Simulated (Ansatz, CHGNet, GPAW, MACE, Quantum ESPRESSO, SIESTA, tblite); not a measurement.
# Twisted graphene monolayer on bilayer, 87.80° (78 atoms) in other programs, against a plane-wave reference

How near do other programs and methods come to a plane-wave reference for twisted graphene monolayer on bilayer, 87.80° (78 atoms)? A plane-wave run serves as the reference.

Calculated with Ansatz 0.2.0; Kohn-Sham DFT, PBE, PAW, plane waves.

## 1. Set-up

The cell holds 78 atoms: 78 C. Cell: a = 8.870 Å, b = 8.870 Å, c = 20.690 Å, α = 90.0°, β = 90.0°, γ = 120.0°. It derives from C (graphene). Graphene (a = 2.46 Å) under graphene (a = 2.46 Å), monolayer on bilayer, commensurate cell of 13 unit cells a layer, twist 87.80 deg; facing planes 3.32, 3.37 Å apart as built; 14 Å of vacuum; minimised with a classical potential. Then every atom was moved at random, 0.03 Å r.m.s. a Cartesian component. Regions: layer 1, 26 atoms (26 C); layer 2, 26 atoms (26 C); layer 3, 26 atoms (26 C). Vacuum lies along c.

## 2. Plane-wave reference

The PAW files are the set soft_2.

input.yaml

```yaml
crystal:
  lattice:
    - [8.8697, 0.0, 0.0]
    - [-4.43485, 7.68139, 0.0]
    - [0.0, 0.0, 20.69]
  atoms:
    - { symbol: C, position: [0.12194, 0.17526, 0.33574] }
    - { symbol: C, position: [0.17271, 0.04549, 0.33617] }
    - { symbol: C, position: [0.20261, 0.48551, 0.33599] }
    - { symbol: C, position: [0.25636, 0.36198, 0.33468] }
    [... 68 atom lines left out ...]
    - { symbol: C, position: [0.79984, 0.2804, 0.65889] }
    - { symbol: C, position: [0.7424, 0.09741, 0.66437] }
    - { symbol: C, position: [0.02239, 0.58505, 0.6655] }
    - { symbol: C, position: [0.98072, 0.41366, 0.66338] }
    - { symbol: C, position: [0.10246, 0.3615, 0.66247] }
    - { symbol: C, position: [0.05061, 0.17531, 0.66314] }
kpoints:
  mp_grid: { grid: [1, 1, 1] }
hamiltonian:
  xc: pbe
scf:
  occupations: { method: fermi_dirac, width: 0.05 }
output:
  forces: true
  eigenvalues: true
  populations: true
```

Launch:

```bash
$ ansatz run input.yaml --threads 4 --pin off --max-ram 8192MiB --backend cpu --events-out ev --progress --plain --runs-dir out
```

The program printed:

```text
[...]
Pseudopotentials: kind: paw
Pseudopotential: C, paw, valence charge 4, recommended cutoff 420 eV (normal), C.paw.azcp
[...]
Crystal: 78 atoms, lattice volume = 1409.643 Å³
Basis set: ecut = 420 eV, 27591 PW (Γ), exchange–correlation on 120×120×288 points (8 copies of the dense FFT grid, shifted against one another)
Bands: 234, of which v1, the nominal top of the filled ones, is band 156 counted from 1 (155 counted from 0)
Symmetry: 1 space group operations
Space group: P1 (ITA 1), of the structure as read, at distance tolerance 1.1e-4 Å
k-points: 1
[...]
Initial density: superposition of atomic densities (neutral atoms: chi_scale 0, normalization atom), corrected by the library's trained network
Initial wavefunctions: pseudopotential atomic-orbital guess
[...]
SCF iter   1: F=—  HF=-19566.424460 eV  |F-HF|=—  |Δ(HF+E_count)|=         —  Δρ=2.62e-3  dr2=1.22e-1  ethr=1.77e-3  ⟨swp⟩=13.0  Hψ=1716  notcnv=0  defer=47
preconditioner: auto → Resta (q_TF=auto, 2.122 Å⁻¹)  ε∞=2.4  [insulator: Δε(μ)=2.911 eV  Ē_g=14.876 eV  σ=0.050 eV  W_gap=1.00  n_scr=210 (ndim 8)  ℏωp=17.5 eV  f_vac=0.504  D(μ)=0.00/eV (n_scr^D=0)  ε∞_Penn≈2.4  vacuum switching on, ρ_ref=1.6e-2 e/Å³]
[...]
SCF iter   8: F=—  HF=-19566.421519 eV  |F-HF|=—  |Δ(HF+E_count)|=   1.10e-6  Δρ=2.53e-6  dr2=1.04e-7  ethr=3.21e-11  ⟨swp⟩=26.0  Hψ=1823  notcnv=0
SCF iter   9: F=-19566.421519 eV  HF=-19566.421519 eV  |F-HF|=1.23e-8  |Δ(HF+E_count)|=   4.11e-7  Δρ=7.74e-7  dr2=8.44e-9  ethr=3.21e-11  ⟨swp⟩=12.0  Hψ=990  notcnv=0
SCF 1 converged in 9 iterations: F = -19566.421519 eV  dr2 = 8.44e-9
[...]
SCF converged after 9 iterations
Free energy (F): -19566.421519 eV
Harris-Foulkes:  -19566.421519 eV  (|F-HF|=1.23e-8)
Internal energy: -19566.421519 eV  (E = F + TS)
E sigma→0 (E₀):  -19566.421519 eV
Fermi energy:    1.115745 eV
--- Per-component energies (eV) ---
[...]
Σ components = -19566.421519   (vs F -19566.421519, Δ=0.00e0)
--- Forces (eV/Å), atoms counted from 1 ---
  atom   1  C      0.95319349     1.27998849    -0.16730922
  atom   2  C      1.43195103     2.73465149    -0.05105072
  atom   3  C      1.31630430     2.53717274     0.17248162
  atom   4  C     -0.85448886    -2.65251231     0.35297795
[...]
atom  78  C     -1.77488273     1.38689491    -0.32358646
  max |Σ_I F_I| component: 4.61e-5 eV/Å
--- Band table (eV) ---
  k-point 0: bands = ["-18.4336", "-18.3271", "-18.2323", "-16.8797", [... 218 levels ...], "9.3691", "9.3776", "9.3887", "9.4285", "9.4547", "9.4963", "9.5558", "9.5735", "9.6131", "9.6506", "9.6893", "9.7228"]
--- Löwdin populations: 78 sites ---
  site symbol       q [e]
     0      C      3.9606
     1      C      3.9585
     2      C      3.9567
[...]
77      C      3.9623
  spilling = 0.009405 (of n_electrons = 312.000000)
```

It took 19 s on 4 threads of Arm Neoverse V1, shared host; peak memory 1.3 GiB.

Read from the output:

| Quantity | Value |
| --- | --- |
| free energy | -19566.4215 eV |
| free energy per atom | -250.8516 eV/atom |
| SCF cycles | 9 |
| r.m.s. force component | 1.583 eV/Å |
| longest force | 4.863 eV/Å |
| Fermi energy | 1.116 eV |
| spilling of the projection | 0.009405 |

Length of the force by element:

| element | coordination | atoms | mean length of the force (eV/Å) | spread | least | most |
| --- | --- | --- | --- | --- | --- | --- |
| C | all | 78 | 2.51 | 1.10 | 0.525 | 4.86 |

The mean of these charges, 0.038 e, is only the charge that the projection spills.

Löwdin charges by element (they lack the spilled electrons, 0.038 e an atom on average):

| element | coordination | atoms | mean charge (e) | spread | least | most |
| --- | --- | --- | --- | --- | --- | --- |
| C | all | 78 | 0.0376 | 0.0045 | 0.0273 | 0.0477 |

By region:

| region | atoms | mean length of the force (eV/Å) |
| --- | --- | --- |
| layer 1 | 26 | 2.56 |
| layer 2 | 26 | 2.24 |
| layer 3 | 26 | 2.74 |

The levels nearest the highest filled one (over half full), pooled over k-points and spins:

| level less the highest filled one (eV) | occupation |
| --- | --- |
| -0.241 | 2 |
| -0.211 | 2 |
| -0.134 | 2 |
| -0.0819 | 2 |
| -0.0175 | 2 |
| 0 | 2 |
| 2.91 | 0 |
| 3.00 | 0 |
| 3.01 | 0 |
| 3.09 | 0 |
| 3.12 | 0 |
| 3.18 | 0 |

## 3. The ladder

The programs:
- CHGNet: machine-learned potential, published weights.
- GPAW 26.7.0: PAW with atomic orbitals (LCAO), plane waves or a real-space grid of spacing h.
- MACE: machine-learned potential, published weights.
- Quantum ESPRESSO 7.5: plane waves; labels (QE) give functional, pseudopotential set and cutoffs of waves/density.
- SIESTA 5.4.2: numerical atomic orbitals, whose automatically made sets are far from complete, with PseudoDojo norm-conserving potentials that we converted to its format (checked against plane waves on the same files for H, C, O, Si, Ge and Ca alone); labels give functional, basis size, energy shift and mesh cutoff.
- tblite 0.8.0: extended tight binding, driven from Python.

All use the same cell and atoms; the electronic-structure runs use the same k-mesh, and an electronic temperature of 580 K (0.05 eV) where levels are smeared.

Differences are against the plane-wave reference, forces as r.m.s. over components; share is that over the reference's r.m.s. force, slope the least-squares factor from reference forces to these. Total energies of different programs have different zeros and aren't compared.

| run | Δ force, r.m.s. (meV/Å) | share (%) | slope | cores | CPU time | memory (GiB) |
| --- | --- | --- | --- | --- | --- | --- |
| reference | - | - | - | 4 | 62 s | 1.3 |
| CHGNet 0.3.0 potential | 330 | 20.8 | 0.834 | 1 | 5.8 s | 1.7 |
| GPAW PBE, LCAO dzp, h 0.2 Å | 105 | 6.62 | 1.054 | 1 | 84 s | 0.84 |
| GPAW PBE, LCAO sz(dzp), h 0.2 Å (coarse) | 474 | 29.9 | 1.234 | 1 | 30 s | 0.67 |
| GPAW PBE, LCAO szp(dzp), h 0.2 Å (coarse) | 212 | 13.4 | 1.049 | 1 | 61 s | 0.81 |
| MACE MP-0b3 medium potential | 168 | 10.6 | 0.910 | 1 | 10 s | 1.1 |
| MACE MPA-0 medium potential | 127 | 8.04 | 1.028 | 1 | 9.9 s | 1.1 |
| QE PBE, sssp-1.3.0-efficiency, 45/360 Ry | 3.61 | 0.228 | 1.002 | 4 | 11 min | 3.1 |
| SIESTA PBE, DZP, shift 0.01 Ry, mesh 300 Ry | 180 | 11.4 | 1.095 | 2 | 2.7 min | 1.1 |
| SIESTA PBE, SZ, shift 0.01 Ry, mesh 300 Ry (coarse) | 591 | 37.3 | 1.302 | 1 | 38 s | 0.51 |
| SIESTA PBE, SZP, shift 0.01 Ry, mesh 300 Ry (coarse) | 377 | 23.8 | 1.170 | 1 | 1.9 min | 0.82 |
| tblite GFN1-xTB | 96.4 | 6.09 | 0.971 | 1 | 1.6 s | 0.12 |
| tblite GFN2-xTB | 106 | 6.72 | 0.960 | 1 | 4.2 s | 0.12 |

Rows marked coarse were listed beforehand as settings not expected to be converged; some can still land near the reference.

Times of the machine-learned potentials are mostly Python's start and the loading of weights.

CPU time is summed over cores on a shared host, where runs went side by side, so it is rough. Symmetry, cutoffs, thresholds, outputs and thread counts weren't matched or tuned between programs; memory under MPI is the largest rank's times the ranks.

A second geometry, displaced anew (every atom was moved at random, 0.08 Å r.m.s. a Cartesian component), gives an energy difference that all programs can be tested on. The reference puts it at 559.2 meV/atom.

| run | energy less the first geometry's (meV/atom) | error (meV/atom) | force share at the second geometry (%) |
| --- | --- | --- | --- |
| tblite GFN2-xTB | 551.1 | -8.09 | 4.98 |
| tblite GFN1-xTB | 558.1 | -1.14 | 5.82 |
| CHGNet 0.3.0 potential | 517.5 | -41.8 | 10.5 |
| MACE MP-0b3 medium potential | 523.7 | -35.6 | 7.11 |
| MACE MPA-0 medium potential | 582.1 | 22.9 | 6.77 |
| GPAW PBE, LCAO dzp, h 0.2 Å | 588.3 | 29.0 | 6.69 |
| QE PBE, sssp-1.3.0-efficiency, 45/360 Ry | 561.1 | 1.82 | 0.980 |
| SIESTA PBE, DZP, shift 0.01 Ry, mesh 300 Ry | 611.8 | 52.6 | 13.2 |
| GPAW PBE, LCAO sz(dzp), h 0.2 Å | 670.2 | 111 | 25.0 |
| GPAW PBE, LCAO szp(dzp), h 0.2 Å | 585.7 | 26.5 | 11.3 |
| SIESTA PBE, SZ, shift 0.01 Ry, mesh 300 Ry | 705.8 | 147 | 33.0 |
| SIESTA PBE, SZP, shift 0.01 Ry, mesh 300 Ry | 646.6 | 87.4 | 23.2 |

## 4. Summary of results

```
reference r.m.s. force component                       : 1.58 eV/Å
nearest in forces                                      : QE PBE, sssp-1.3.0-efficiency, 45/360 Ry, 0.23 %
farthest in forces                                     : SIESTA PBE, SZ, shift 0.01 Ry, mesh 300 Ry (coarse), 37 %
cheapest electronic-structure run beside the reference : tblite GFN1-xTB, 1.6 s of CPU time
```

In words: PBE on plane waves or a grid with other potentials, cutoffs or grids, coarse settings apart, differs from the reference by 0.23 % (QE PBE, sssp-1.3.0-efficiency, 45/360 Ry) of the r.m.s. force; this holds the reference's own error, so differences of a few per cent don't tell which side is nearer the exact PBE result (QE's 45 Ry are 612 eV, against the reference's 420 eV). The PBE runs in local orbitals, coarse settings apart, differ by 6.6 % (GPAW PBE, LCAO dzp, h 0.2 Å) to 11 % (SIESTA PBE, DZP, shift 0.01 Ry, mesh 300 Ry); basis, grid and potentials can all enter. Tight binding differs by 6.1 % (tblite GFN1-xTB) to 6.7 % (tblite GFN2-xTB); it is another model, with fitted parameters of its own, and the xTB methods hold dispersion. Machine-learned potentials differ by 8.0 % (MACE MPA-0 medium potential) to 21 % (CHGNet 0.3.0 potential); they were trained on other programs' data. Among those trained on PBE data the slope goes as low as 0.83, which softening far from their training structures can give, though the reference's k-sampling is untested too. Runs with settings chosen to be coarse differ by 13 % (GPAW PBE, LCAO szp(dzp), h 0.2 Å) to 37 % (SIESTA PBE, SZ, shift 0.01 Ry, mesh 300 Ry), their programs' other errors included. Of the electronic-structure runs that take under half the reference's CPU time, tblite GFN1-xTB comes nearest, at 6.1 % in 1.6 s against 62 s. SIESTA PBE, SZ, shift 0.01 Ry, mesh 300 Ry stiffens the forces by a factor of 1.30 while following their directions (correlation 0.986); the slopes of the 3 SIESTA runs lie between 1.10 and 1.30. The energy difference between the two geometries, 559 meV/atom in the reference, is met best by tblite GFN1-xTB (-1.14) and worst by SIESTA PBE, SZ, shift 0.01 Ry, mesh 300 Ry (coarse) (+147). In the reference: no gap is quoted: the bands of a honeycomb sheet meet or nearly meet at one point of the zone, so the spacing of levels depends on whether the mesh holds it and on how the neighbours disturb the sheet. In the reference: Löwdin charges run from +0.03 to +0.05 e, about a mean that is the spilled charge alone. Periodic xTB results under one method name differ between programs and library versions. Machine-learned potentials mimic data converged in k, so the reference's own k-point error enters their differences. The reference's PBE has no dispersion term, which matters for the binding between molecules or layers. One k-point is far too coarse for the carbon or group-IV sheet, and it can put spurious forces of up to about 1 eV/Å on the sheet's atoms. The electronic-structure runs sample only Γ, in a cell whose shortest periodic width is 8 Å.

[Also dropped from logs without a mark: logging warnings of Python, and SIESTA's first energy breakdown and zero terms.]

[Logs are printed without paths, hosts, clocks, repeated set-up lines and the standing remarks that a program may print on its own settings, such as how far it seeks lower states.]

[Hosts, paths, dates, database ids (printed as entryN), source tags and the programs' standing remarks are cut or masked in the printed files.]
